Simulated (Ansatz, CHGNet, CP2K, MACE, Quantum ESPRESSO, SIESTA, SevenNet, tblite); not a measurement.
# SIESTA runs on Na+ TFSI- in propylene carbonate and ethylene carbonate at 330 K (114 atoms), part 2 of 2

Wanted: SIESTA inputs and outputs for Na+ TFSI- in propylene carbonate and ethylene carbonate at 330 K (114 atoms), checked against a plane-wave reference.

Program: SIESTA 5.4.2; the method stands at each step. Banners, paths, timers and routine set-up lines are dropped from the logs unmarked, and long logs keep their key lines alone; longer cuts are marked. The potentials were converted by us to PSML.

So far. Step 4 (PBE, SZ, shift 0.02 Ry, mesh 500 Ry): Against the first run (14 %), the force difference from the reference is 128 %, at 0.33 times the CPU time (on 1 against 2 cores).

**5. PBE, DZ, shift 0.01 Ry, mesh 500 Ry**

Method: Kohn-Sham DFT, PBE, PseudoDojo 0.4.1 norm-conserving pseudopotentials (converted to PSML), numerical atomic orbitals (DZ), diagonalisation.

File input.fdf:

```
SystemLabel cell
NumberOfAtoms 114
NumberOfSpecies 7
%block ChemicalSpeciesLabel
  1 7 N
  2 16 S
  3 8 O
  4 6 C
  5 9 F
  6 1 H
  7 11 Na
%endblock ChemicalSpeciesLabel
LatticeConstant 1.0 Ang
%block LatticeVectors
  11.21847 0.00000 0.00000
  0.00000 11.21847 0.00000
  0.00000 0.00000 11.21847
%endblock LatticeVectors
PAO.BasisSize DZ
PAO.EnergyShift 0.01 Ry
XC.Functional GGA
XC.Authors PBE
MeshCutoff 500 Ry
%block kgrid_Monkhorst_Pack
  1 0 0 0.0
  0 1 0 0.0
  0 0 1 0.0
%endblock kgrid_Monkhorst_Pack
SolutionMethod diagon
OccupationFunction FD
ElectronicTemperature 580 K
SCF.Mixer.Method Pulay
SCF.Mixer.Weight 0.15
SCF.Mixer.History 8
SCF.Mix Hamiltonian
MaxSCFIterations 300
SCF.DM.Tolerance 1e-04
SCF.H.Tolerance 1.0e-3 eV
WriteForces T
Write.HirshfeldPop T
Write.VoronoiPop T
Write.DM F
Write.H F
XML.Write F
AtomicCoordinatesFormat Fractional
%block AtomicCoordinatesAndAtomicSpecies
[... 114 atom lines left out: the same atoms as in the first run ...]
%endblock AtomicCoordinatesAndAtomicSpecies
```

Started as:

```
$ OMP_NUM_THREADS=1 mpirun -np 2 siesta < input.fdf > output.txt
```

The log of the run:

```text
Version         : 5.4.2
reinit: System Name:
reinit: System Label: cell
initatom: Reading input for the pseudopotentials and atomic orbitals ----------
Species number:   1 Atomic number:    7 Label: N
Species number:   2 Atomic number:   16 Label: S
Species number:   3 Atomic number:    8 Label: O
Species number:   4 Atomic number:    6 Label: C
[... lines left out ...]
SCF Convergence by DM+H criterion
[... lines left out ...]
SCF cycle converged after 14 iterations
[... lines left out ...]
   Max   25.674271
[... lines left out ...]
   Max   25.674271    constrained
Stress tensor Voigt[x,y,z,yz,xz,xy] (kbar):     -198.51     -180.54     -150.46       13.24       -4.51       24.62
[... lines left out ...]
siesta: FreeEng =    -30534.527911
[... lines left out ...]
siesta:         Fermi =      -3.962330
[... lines left out ...]
siesta:         176.50194647        178.65377825  kBar
[... lines left out ...]
    38     0.030753    0.969247  H
    39     0.008514    0.991486  H
    40     0.006476    0.993524  H
[...]
113     0.217015    8.782985  Na
   114     0.271094    8.728906  Na
--------------------
 Total    -0.000005
Voronoi Atomic Populations:
Atom #   charge [q] valence [e]  Species
     1    -0.394611    5.394611  N
[...]
16    -0.321895    5.321895  N
    17     0.600468    5.399532  S
[...]
24     0.608314    5.391686  S
[...]
29    -0.057093    7.057093  F
    30    -0.032819    7.032819  F
[...]
105    -0.044804    6.044804  O
   106     0.079864    3.920136  C
   107     0.044049    3.955951  C
   108    -0.131572    6.131572  O
[...]
111     0.027578    0.972422  H
   112     0.009410    0.990590  H
   113     0.194361    8.805639  Na
   114     0.238416    8.761584  Na
--------------------
 Total    -0.000005
```

The job ended after 65 s (2 MPI ranks of Arm Neoverse V2, shared host; peak memory 1.4 GiB).

Compared with the plane-wave run:

```yaml
r_m_s_force_component: 4.572 eV/Å
r_m_s_difference_of_force_components: 2217 meV/Å
longest_difference_of_force_vectors: 14070 meV/Å
force_difference_over_r_m_s_force: 71.91 %
slope_of_forces_against_the_reference_s: 1.341
correlation_of_force_components: 0.9042
spacing_of_highest_filled_and_lowest_empty_level: 3.424 eV
gap_difference: -0.3415 eV
pressure: 17.65 GPa
pressure_difference: 11.36 GPa
```

This is a coarse setting, run to see what it loses.

Against the first run (14 %), the force difference from the reference is 72 %, at 0.47 times the CPU time, with 692 basis functions against 1186: the smaller basis costs accuracy.

**6. PBE, SZ, shift 0.02 Ry, mesh 500 Ry, orbital minimisation**

Method: Kohn-Sham DFT, PBE, PseudoDojo 0.4.1 norm-conserving pseudopotentials (converted to PSML), numerical atomic orbitals (SZ), orbital minimisation.

input.fdf, as its differences from that of step 5:

```diff
@@ -18,4 +18,4 @@
 %endblock LatticeVectors
-PAO.BasisSize DZ
-PAO.EnergyShift 0.01 Ry
+PAO.BasisSize SZ
+PAO.EnergyShift 0.02 Ry
 XC.Functional GGA
@@ -28,3 +28,3 @@
 %endblock kgrid_Monkhorst_Pack
-SolutionMethod diagon
+SolutionMethod OMM
 OccupationFunction FD
@@ -38,2 +38,4 @@
 SCF.H.Tolerance 1.0e-3 eV
+OMM.Precon -1
+OMM.RelTol 1.0e-9
 WriteForces T
```

The log of the run:

```text
Version         : 5.4.2
reinit: System Name:
reinit: System Label: cell
initatom: Reading input for the pseudopotentials and atomic orbitals ----------
Species number:   1 Atomic number:    7 Label: N
Species number:   2 Atomic number:   16 Label: S
Species number:   3 Atomic number:    8 Label: O
Species number:   4 Atomic number:    6 Label: C
[... lines left out ...]
siesta: FreeEng =    -30297.227602
[... lines left out ...]
SCF Convergence by DM+H criterion
[... lines left out ...]
SCF cycle converged after 23 iterations
[... lines left out ...]
   Max   31.951097
[... lines left out ...]
   Max   31.951097    constrained
Stress tensor Voigt[x,y,z,yz,xz,xy] (kbar):     -385.98     -365.89     -314.90       24.12      -21.41       24.04
[... lines left out ...]
siesta: FreeEng =    -30379.174842
[... lines left out ...]
siesta:         355.59025359        378.50996278  kBar
[... lines left out ...]
    38     0.042091    0.957909  H
    39     0.019045    0.980955  H
    40     0.010762    0.989238  H
[...]
113     0.256324    8.743676  Na
   114     0.305387    8.694613  Na
--------------------
 Total    -0.000019
Voronoi Atomic Populations:
Atom #   charge [q] valence [e]  Species
     1    -0.458936    5.458936  N
[...]
16    -0.378173    5.378173  N
    17     0.679187    5.320813  S
[...]
24     0.695834    5.304166  S
[...]
29    -0.107385    7.107385  F
    30    -0.081917    7.081917  F
[...]
105    -0.098287    6.098287  O
   106     0.134071    3.865929  C
   107     0.107067    3.892933  C
   108    -0.159841    6.159841  O
[...]
111     0.002833    0.997167  H
   112    -0.007415    1.007415  H
   113     0.204459    8.795541  Na
   114     0.245214    8.754786  Na
--------------------
 Total    -0.000019
```

Elapsed: 69 s, on 2 MPI ranks; peak memory 1.1 GiB; 2.3 min of CPU time.

Against the reference:

| Item | Value |
| --- | --- |
| r.m.s. force component | 6.186 eV/Å |
| r.m.s. difference of force components | 3958 meV/Å |
| longest difference of force vectors | 21690 meV/Å |
| force difference over r.m.s. force | 128.4 % |
| slope of forces against the reference's | 1.689 |
| correlation of force components | 0.8418 |
| pressure | 35.56 GPa |
| pressure difference | 29.27 GPa |
| energy less the same-level run's | 0 meV/atom |
| r.m.s. force difference from the same-level run | 0.223 meV/Å |

This is a coarse setting, run to see what it loses.

Against the first run (14 %), the force difference from the reference is 128 %, at 0.51 times the CPU time.

**7. All runs compared**

Differences are against the plane-wave reference, forces as r.m.s. over components; share is that over the reference's r.m.s. force, slope the least-squares factor from reference forces to these. Total energies of different programs have different zeros and aren't compared.

| run | Δ force, r.m.s. (meV/Å) | share (%) | slope | Δ pressure (GPa) | Δ gap (eV) | cores | CPU time | memory (GiB) |
| --- | --- | --- | --- | --- | --- | --- | --- | --- |
| reference | - | - | - | - | - | 4 | 11 min | 3.8 |
| SIESTA PBE, DZP, shift 0.01 Ry, mesh 500 Ry | 421 | 13.7 | 1.072 | 0.725 | 0.108 | 2 | 4.5 min | 2.1 |
| SIESTA PBE, SZ, shift 0.01 Ry, mesh 500 Ry (coarse) | 4250 | 138 | 1.710 | 32.3 | -1.35 | 1 | 97 s | 0.95 |
| SIESTA PBE, SZ, shift 0.02 Ry, mesh 500 Ry (coarse) | 3958 | 128 | 1.689 | 29.3 | -1.50 | 1 | 89 s | 0.85 |
| SIESTA PBE, DZ, shift 0.01 Ry, mesh 500 Ry (coarse) | 2217 | 71.9 | 1.341 | 11.4 | -0.342 | 2 | 2.2 min | 1.4 |
| SIESTA PBE, SZ, shift 0.02 Ry, mesh 500 Ry, orbital minimisation (coarse) | 3958 | 128 | 1.689 | 29.3 | - | 2 | 2.3 min | 1.1 |

Rows marked coarse were listed beforehand as settings not expected to be converged; some can still land near the reference.

CPU time is summed over cores on a shared host, where runs went side by side, so it is rough. Symmetry, cutoffs, thresholds, outputs and thread counts weren't matched or tuned between programs; memory under MPI is the largest rank's times the ranks.

Within one program, basis, potentials and functional, energies share a zero. Each run against its twin at the usual cutoff or grid and solver:

| run | twin | Δ energy (meV/atom) | Δ force, r.m.s. (meV/Å) | CPU time over the twin's |
| --- | --- | --- | --- | --- |
| SIESTA PBE, SZ, shift 0.02 Ry, mesh 500 Ry, orbital minimisation | SZ, shift 0.02 Ry, mesh 500 Ry | 0 | 0.223 | 1.5 (this twin ran on 1 cores) |

Further runs of this program without a result: SIESTA PBE, SZ, shift 0.02 Ry, mesh 500 Ry, order-N, radius 3.5 Å, eta -2.98 eV (stopped at the start); SIESTA PBE, SZ, shift 0.02 Ry, mesh 500 Ry, order-N, radius 6.5 Å, eta -2.98 eV (stopped at the start).

**8. What came out**

```
nearest in forces : SIESTA PBE, DZP, shift 0.01 Ry, mesh 500 Ry, 14 %
its CPU time      : 4.5 min
```

The PBE run in local orbitals, coarse settings apart, differs by 14 % (SIESTA PBE, DZP, shift 0.01 Ry, mesh 500 Ry); basis, grid and potentials can all enter. Runs with settings chosen to be coarse differ by 72 % (SIESTA PBE, DZ, shift 0.01 Ry, mesh 500 Ry) to 138 % (SIESTA PBE, SZ, shift 0.01 Ry, mesh 500 Ry), their programs' other errors included. Of the electronic-structure runs that take under half the reference's CPU time, SIESTA PBE, DZP, shift 0.01 Ry, mesh 500 Ry comes nearest, at 14 % in 4.5 min against 11 min. At the same functional, gaps differ from the reference's 3.77 eV by between -1.50 and +0.11 eV. In pressure, SIESTA PBE, SZ, shift 0.01 Ry, mesh 500 Ry misses by +32.3 GPa, at the same functional. Forces of 3.1 eV/Å r.m.s. are well above thermal ones: they come largely from the bond lengths of the classical model and from the random displacements, and they dominate the comparison. The reference's pressure holds the uncorrected Pulay stress of its 60 Ry basis, so small pressure differences, and their order, may be the reference's own error. The network of contacts between molecules at the start is that of the classical potential that made the cell, and needn't be the one that DFT or experiment would give. The reference's PBE has no dispersion term, which matters for the binding between molecules or layers. The electronic-structure runs sample only Γ, in a cell whose shortest periodic width is 11 Å.

[Also dropped from logs without a mark: logging warnings of Python, and SIESTA's first energy breakdown and zero terms.]

[Logs are printed without paths, hosts, clocks, repeated set-up lines and the standing remarks that a program may print on its own settings, such as how far it seeks lower states.]

[Hosts, paths, dates, database ids (printed as entryN), source tags and the programs' standing remarks are cut or masked in the printed files.]
